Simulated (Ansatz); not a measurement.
# BaIBr (Pnma): a many-body input that goes wrong, and its mend

A first try at the G0W0 gap of BaIBr (Pnma), what the program said, and an input that works.

Method: G0W0 on r2SCAN, plane waves, PAW, in Ansatz 0.2.0.

## (1) Starting point

It takes space group Pnma (No. 62, orthorhombic). Conventional cell: a = 8.814 Å, b = 5.124 Å, c = 10.192 Å, α = 90.00°, β = 90.00°, γ = 90.00°. Nearest to Ba lie 4 Br at 3.31 to 3.34 Å and 5 I at 3.67 to 3.76 Å. Nearest to I lie 5 Ba at 3.67 to 3.76 Å. Nearest to Br lie 4 Ba at 3.31 to 3.34 Å. Farther neighbours and most contacts between anions are not listed.

The cell and positions are those that the Materials Project relaxed with its own functionals (PBE, PBE+U or r2SCAN), kept fixed. Spin-orbit coupling is left out unless a step names it. The default PAW set here is soft_2. Its files were made with PBE.

## (2) First try

input.yaml

```yaml
crystal:
  lattice:
    - [8.81446039, 0.0, 0.0]
    - [0.0, 5.12429103, 0.0]
    - [0.0, 0.0, 10.19167839]
  atoms:
    - { symbol: Ba, position: [0.72882454, 0.25, 0.37513703] }
    - { symbol: Ba, position: [0.27117546, 0.75, 0.62486297] }
    - { symbol: Ba, position: [0.77117546, 0.75, 0.87513703] }
    - { symbol: Ba, position: [0.22882454, 0.25, 0.12486297] }
    - { symbol: I, position: [0.47161056, 0.25, 0.83177655] }
    - { symbol: I, position: [0.52838944, 0.75, 0.16822345] }
    - { symbol: I, position: [0.02838944, 0.75, 0.33177655] }
    - { symbol: I, position: [0.97161056, 0.25, 0.66822345] }
    - { symbol: Br, position: [0.8564719, 0.25, 0.06668585] }
    - { symbol: Br, position: [0.1435281, 0.75, 0.93331415] }
    - { symbol: Br, position: [0.6435281, 0.75, 0.56668585] }
    - { symbol: Br, position: [0.3564719, 0.25, 0.43331415] }
kpoints:
  mp_grid: { grid: [2, 2, 2] }
hamiltonian:
  xc: r2scan
scf:
  occupations: { method: fixed }
gw:
  n_empty_bands: 4
  ecut_chi: 40
  qp_bands: [v4, c4]
  qp_kpoints: band_edges
  screening: { model: contour_deformation }
```

Run with:

```sh
ansatz run input.yaml --threads 3 --pin off --max-ram 92160MiB --backend cuda --events-out ev --progress --plain --runs-dir out --devices 1 --max-vram 13GiB
```

Numbers of over 12 decimals in the logs are rounded to 6 here.

What it wrote:

```text
GPUs: using 1 of 1 available (devices: 1).
Engine: ansatz 0.2.0, x86_64-unknown-linux-gnu
Pseudopotentials: kind: paw
Pseudopotential: Ba, paw, valence charge 10, recommended cutoff 500 eV (meta_gga), Ba.paw.azcp
Pseudopotential: I, paw, valence charge 17, recommended cutoff 500 eV (meta_gga), I.paw.azcp
Pseudopotential: Br, paw, valence charge 7, recommended cutoff 500 eV (meta_gga), Br.paw.azcp
Functional definition: r2SCAN
  parameter k0 = 0.174
  parameter k1 = 0.065
  parameter a1 = 4.9479
  exchange = r2scan_x(k0 = k0, k1 = k1, a1 = a1)
  correlation = r2scan_c
device memory: the entry about to start is reckoned to put 4.8 GiB on a device that reports 73.3 GiB free (of which the cap on the GPU budget leaves the run 13.0 GiB)
GPU FFT provider: cuFFT
GPU libraries: cuBLAS 13.8.2, cuFFT 12.4.0, cuSOLVER 12.3.4
Crystal: 12 atoms, lattice volume = 460.336 Å³
Basis set: ecut = 500 eV, 11719 PW (Γ), exchange–correlation on 288×160×300 points (64 copies of the dense FFT grid, shifted against one another)
Bands: 82, of which v1, the nominal top of the filled ones, is band 68 counted from 1 (67 counted from 0)
Symmetry: 8 space group operations
Space group: Pnma (ITA 62), of the structure as read, at distance tolerance 7.7e-5 Å
k-points: 8
Non-local potential: Ba, projectors of the file, l = 0: 3, l = 1: 2, l = 2: 2, l = 3: 2
Non-local potential: I, projectors of the file, l = 0: 2, l = 1: 2, l = 2: 2, l = 3: 2
Non-local potential: Br, projectors of the file, l = 0: 2, l = 1: 2, l = 2: 2
PAW form: soft (Blöchl's): semilocal exchange-correlation on the pseudo side does not see the compensation charge
PAW frozen core: Ba, regenerated for the run's functional (the file was generated under x = pbe(κ = 0.804, μ = 0.219515), c = pbe(β = 0.066725))
PAW frozen core: I, regenerated for the run's functional (the file was generated under x = pbe(κ = 0.804, μ = 0.219515), c = pbe(β = 0.066725))
PAW frozen core: Br, regenerated for the run's functional (the file was generated under x = pbe(κ = 0.804, μ = 0.219515), c = pbe(β = 0.066725))
PAW one-centre angular grid: Ba, 302 points (default); XC on 160 Gauss nodes
PAW one-centre angular grid: I, 590 points (default); XC on 160 Gauss nodes
PAW one-centre angular grid: Br, 302 points (default); XC on 160 Gauss nodes
Initial density: superposition of atomic densities (neutral atoms: chi_scale 0, normalization atom), corrected by the library's trained network
Initial wavefunctions: pseudopotential atomic-orbital guess
GPU buffer pool allocated for 216000 grid points (all kernels)
GPU transforms: local potential and band sums: pruned to the plane-wave sphere, on 72×40×75
Functional: x = r2scan, c = r2scan; τ floored in thin density (d = 2e-4 eV/Å³)
SCF iter   1: F=—  HF=-65169.503934 eV  |F-HF|=—  |Δ(HF+E_count)|=         —  Δρ=3.50e-3  dr2=1.03e-1  dr2_τ=2.07e-2  ethr=1.77e-3  ⟨swp⟩=8.4  Hψ=2682  notcnv=0  defer=89
preconditioner: auto → Resta (q_TF=auto, 2.227 Å⁻¹)  ε∞=2.8  [insulator: Δε(μ)=4.054 eV  Ē_g=12.136 eV  n_scr=82 (ndim 8)  ℏωp=16.2 eV  f_vac=0.008  ε∞_Penn≈2.8]
SCF iter   2: F=—  HF=-65169.633597 eV  |F-HF|=—  |Δ(HF+E_count)|=   1.30e-1  Δρ=1.61e-3  dr2=2.16e-2  dr2_τ=9.89e-4  ethr=7.59e-5  ⟨swp⟩=4.1  Hψ=1207  notcnv=0  defer=94
SCF iter   3: F=—  HF=-65169.629912 eV  |F-HF|=—  |Δ(HF+E_count)|=   3.68e-3  Δρ=3.88e-4  dr2=6.78e-4  dr2_τ=4.68e-5  ethr=1.59e-5  ⟨swp⟩=4.5  Hψ=1045  notcnv=0  defer=93
SCF iter   4: F=—  HF=-65169.630181 eV  |F-HF|=—  |Δ(HF+E_count)|=   2.69e-4  Δρ=8.13e-5  dr2=3.12e-5  dr2_τ=1.09e-6  ethr=4.98e-7  ⟨swp⟩=2.0  Hψ=997  notcnv=0  defer=93
SCF iter   5: F=—  HF=-65169.630193 eV  |F-HF|=—  |Δ(HF+E_count)|=   1.18e-5  Δρ=1.78e-5  dr2=1.69e-6  dr2_τ=9.55e-8  ethr=2.30e-8  ⟨swp⟩=2.0  Hψ=1200  notcnv=0  defer=92
SCF iter   6: F=-65169.630195 eV  HF=-65169.630195 eV  |F-HF|=2.69e-8  |Δ(HF+E_count)|=   1.54e-6  Δρ=3.97e-6  dr2=6.26e-8  dr2_τ=1.22e-8  ethr=7.35e-11  ⟨swp⟩=17.2  Hψ=4917  notcnv=0
[...]
k-point 0: bands = [... 64 lower, 4.4237, 4.5431, 4.6032, 4.7404, 8.7294, 9.3711, 9.5150, 9.6173, ... 10 higher]
  k-point 1: bands = [... 64 lower, 4.3230, 4.3230, 4.4843, 4.4843, 9.2014, 9.2014, 9.4853, 9.4853, ... 10 higher]
  k-point 2: bands = [... 64 lower, 4.1935, 4.1935, 4.3251, 4.3251, 9.9951, 9.9951, 10.1159, 10.1159, ... 10 higher]
  k-point 7: bands = [... 64 lower, 4.3592, 4.3592, 4.3592, 4.3592, 10.3158, 10.3158, 10.3158, 10.3158, ... 10 higher]
--- G₀W₀: contour deformation, 5 samples at zero and on the imaginary axis and 1 off it, 8 q-points, 4 empty bands' worth ---
  eigenvalues of the whole cell's RPA ε∞ on this k-mesh (on a slab, of 1 + 4πα/V) = 1.5716, 1.6456, 1.6617; static W/v taken at q = 0 is 0.607349
  gw.qp_kpoints: band_edges: 8 of 8 stored k-points solved, in 1 pass; an edge of the gap read off the rows below is read off those points alone
  `?` marks the rows in doubt; gw_qp.tsv's column doubts and the gw_qp event give each row's grounds
    ik  band        ε_KS         Σx   Σc(E_QP)       V_xc       Z   E_QP_lin       E_QP  E_QP is
     0    65      4.4237   -17.5553     1.1985   -14.7715  0.8957     2.7952     2.8384  root
     0    66      4.5431   -18.2978     1.2214   -15.4387  0.8955     2.8594     2.9055  root
     0    67      4.6032   -18.2883     1.2001   -15.4885  0.8965     2.9604     3.0035  root
     0    68      4.7404   -18.0673     1.1718   -15.3401  0.8987     3.1458     3.1851  root
     0    69      8.7294    -5.0611    -1.0330    -8.9736  0.9141    11.7454    11.6089  root ?
     0    70      9.3711    -5.5308    -1.0111    -9.6477  0.9199    12.6436    12.4769  root ?
     0    71      9.5150    -5.4094    -1.0557    -9.5475  0.9167    12.7714    12.5974  root ?
     0    72      9.6173    -5.6291    -0.9416    -9.5977  0.9234    12.7978    12.6443  root ?
     1    65      4.3230   -17.9303     1.2405   -15.0304  0.8936     2.6145     2.6637  root
     1    66      4.3230   -17.9303     1.2405   -15.0304  0.8936     2.6145     2.6637  root
     1    67      4.4843   -18.1802     1.2132   -15.3442  0.8955     2.8163     2.8617  root
     1    68      4.4843   -18.1802     1.2132   -15.3442  0.8955     2.8163     2.8617  root
     1    69      9.2014    -5.4143    -1.0466    -9.4901  0.9155    12.3951    12.2306  root ?
     1    70      9.2014    -5.4143    -1.0466    -9.4901  0.9155    12.3951    12.2306  root ?
     1    71      9.4853    -5.4297    -1.0418    -9.5824  0.9183    12.7697    12.5961  root ?
     1    72      9.4853    -5.4297    -1.0418    -9.5824  0.9183    12.7697    12.5961  root ?
     2    65      4.1935   -17.3070     1.2161   -14.4552  0.8941     2.5103     2.5579  root
     2    66      4.1935   -17.3070     1.2161   -14.4552  0.8941     2.5103     2.5579  root
     2    67      4.3251   -17.9466     1.2422   -15.0304  0.8928     2.6004     2.6512  root
     2    68      4.3251   -17.9466     1.2422   -15.0304  0.8928     2.6004     2.6512  root
     2    69      9.9951    -6.1390    -0.9873   -10.4092  0.9251    13.4635    13.2780  root ?
     2    70      9.9951    -6.1390    -0.9873   -10.4092  0.9251    13.4635    13.2780  root ?
     2    71     10.1159    -6.0075    -1.0424   -10.3171  0.9220    13.5789    13.3830  root ?
     2    72     10.1159    -6.0075    -1.0424   -10.3171  0.9220    13.5789    13.3830  root ?
     3    65      4.1294   -18.1752     1.2664   -15.1940  0.8909     2.3599     2.4145  root
     3    66      4.1294   -18.1752     1.2664   -15.1940  0.8909     2.3599     2.4145  root
[...]
3    69     10.0060    -6.0055    -1.0193   -10.3049  0.9237    13.4748    13.2861  root ?
     3    70     10.0060    -6.0055    -1.0193   -10.3049  0.9237    13.4748    13.2861  root ?
[...]
6    68      4.3194   -17.7756     1.2223   -14.9127  0.8939     2.6312     2.6789  root
[...]
6    72     10.2127    -6.2347    -1.0272   -10.6226  0.9244    13.7816    13.5734  root ?
     7    65      4.3592   -17.7667     1.2157   -14.9226  0.8943     2.6844     2.7309  root
     7    66      4.3592   -17.7667     1.2157   -14.9226  0.8943     2.6844     2.7309  root
     7    67      4.3592   -17.7667     1.2157   -14.9226  0.8943     2.6844     2.7309  root
     7    68      4.3592   -17.7667     1.2157   -14.9226  0.8943     2.6844     2.7309  root
     7    69     10.3158    -6.2460    -1.0073   -10.6687  0.9267    13.9451    13.7312  root ?
     7    70     10.3158    -6.2460    -1.0073   -10.6687  0.9267    13.9451    13.7312  root ?
     7    71     10.3158    -6.2460    -1.0073   -10.6687  0.9267    13.9451    13.7312  root ?
     7    72     10.3158    -6.2460    -1.0073   -10.6687  0.9267    13.9451    13.7312  root ?
[key lines of the parts left out:]
SCF converged after 6 iterations
Free energy (F): -65169.630195 eV
Fermi energy:    4.740438 eV
```

It took 14 s on 1 × NVIDIA H100 80GB HBM3 (shared by 6 runs) with 3 threads of AMD EPYC 7R13 (Zen 3), shared host; peak memory 1.9 GiB; 15 s of CPU time.

In the SCF lines HF is the Harris–Foulkes energy and dr2 the Hartree energy of the density residual, in eV; the loop may stop once dr2 is under the threshold and the program's other checks hold. Hψ counts applications of the Hamiltonian.

**What went wrong?**

The run ended normally, though the input holds a fault or crude settings.

The fault: four empty bands in G0W0. The sums over empty states are cut off almost at the gap, so screening and correlation are far from complete.

It printed a gap of 8.42 eV, which is an artefact of the settings.

## (3) A better input

Now the one-shot GW correction: screening in the RPA, then the self-energy of the levels asked for.

Edit input.yaml of step 2 so:

```diff
@@ -19,3 +19,3 @@
 kpoints:
-  mp_grid: { grid: [2, 2, 2] }
+  mp_grid: { grid: [2, 4, 2] }
 hamiltonian:
@@ -25,4 +25,4 @@
 gw:
-  n_empty_bands: 4
-  ecut_chi: 40
+  n_empty_bands: 638
+  ecut_chi: 72
   qp_bands: [v4, c4]
```

What it wrote:

```text
GPUs: using 1 of 1 available (devices: 1).
[...]
GPU FFT provider: cuFFT
GPU libraries: cuBLAS 13.8.2, cuFFT 12.4.0, cuSOLVER 12.3.4
Crystal: 12 atoms, lattice volume = 460.336 Å³
Basis set: ecut = 500 eV, 11719 PW (Γ), exchange–correlation on 288×160×300 points (64 copies of the dense FFT grid, shifted against one another)
Bands: 82, of which v1, the nominal top of the filled ones, is band 68 counted from 1 (67 counted from 0)
Symmetry: 8 space group operations
[...]
k-points: 12 of 16
[...]
GPU buffer pool allocated for 216000 grid points (all kernels)
[...]
SCF iter   1: F=—  HF=-65169.539360 eV  |F-HF|=—  |Δ(HF+E_count)|=         —  Δρ=3.48e-3  dr2=1.01e-1  dr2_τ=2.06e-2  ethr=1.77e-3  ⟨swp⟩=8.4  Hψ=4063  notcnv=0  defer=134
[...]
0    65      4.4192   -17.5540     1.9271   -14.7763  0.8058     3.5603     3.5686  root
     0    66      4.5393   -18.2245     1.9678   -15.4429  0.8075     3.7183     3.7256  root
     0    67      4.5995   -18.2944     1.9886   -15.4943  0.8071     3.7807     3.7879  root
     0    68      4.7362   -18.0759     1.9190   -15.3440  0.8081     3.9161     3.9233  root
     0    69      8.7285    -5.0762    -3.3447    -8.9750  0.8376     9.2854     9.2827  root
     0    70      9.3709    -5.5688    -3.4624    -9.6491  0.8341     9.9925     9.9889  root
     0    71      9.5145    -5.4638    -3.4750    -9.5495  0.8336    10.1288    10.1251  root
     0    72      9.6160    -5.6757    -3.4492    -9.5995  0.8364    10.0927    10.0906  root
[...]
11    69     10.3159    -6.2493    -3.6774   -10.6664  0.8271    11.0615    11.0556  root
    11    70     10.3159    -6.2493    -3.6774   -10.6664  0.8271    11.0615    11.0556  root
    11    71     10.3159    -6.2493    -3.6774   -10.6664  0.8271    11.0615    11.0556  root
    11    72     10.3159    -6.2493    -3.6774   -10.6664  0.8271    11.0615    11.0556  root
[key lines of the parts left out:]
SCF converged after 6 iterations
Free energy (F): -65169.665023 eV
Fermi energy:    4.736177 eV
```

Wall time 69 s (1 × NVIDIA H100 80GB HBM3 (shared by 6 runs) with 3 threads); peak memory 4.3 GiB.

This step gave:

```
bands summed                                 : 706
RPA ε∞ on this mesh (eigenvalues)            : 3.375, 3.375, 3.376
plane waves in the screening matrix          : 629
q-points in the mesh                         : 16
G0W0 gap on the mesh                         : 5.359 eV
k of the valence top                         : 0, 0, 0
k of the conduction bottom                   : 0, 0, 0
starting gap on the mesh                     : 3.992 eV
Z at the valence top                         : 0.8081
Z at the conduction bottom                   : 0.8376
least direct G0W0 gap on the computed points : 5.359 eV
```

The gap on the mesh goes from 3.99 eV to 5.36 eV, a correction of +1.37 eV. Between the two edge states, bare exchange in place of the xc potential would open the gap by 6.63 eV, and correlation takes back 5.26 eV.

## (4) Results

* first try: converged after 14 s
* better run: G0W0 gap on the mesh 5.36 eV (2×4×2 mesh, 638 empty bands, screening to 72 eV)

The second run differs in: mesh, empty bands and screening cutoff (eV). Bands and cutoff are finite, so the gap is not at the basis limit. The miss can reach some tenths of an eV and take either sign; the mesh is an error of its own. The many-body steps are scalar-relativistic: spin-orbit coupling is not in them.

[Paths, hosts, dates, memory and timing lines, banners, echoed tables and standing remarks are left out of the program output.]

[Logs are printed without paths, hosts, clocks, repeated set-up lines and the standing remarks that a program may print on its own settings, such as how far it seeks lower states.]

[Runs of the session that timed out or met a known fault of the program may be left out.]

[Cells called generated may have been cut or substituted from an entry of the Crystallography Open Database or the Materials Project.]

[Hosts, paths, dates, database ids (printed as entryN), source tags and the programs' standing remarks are cut or masked in the printed files.]
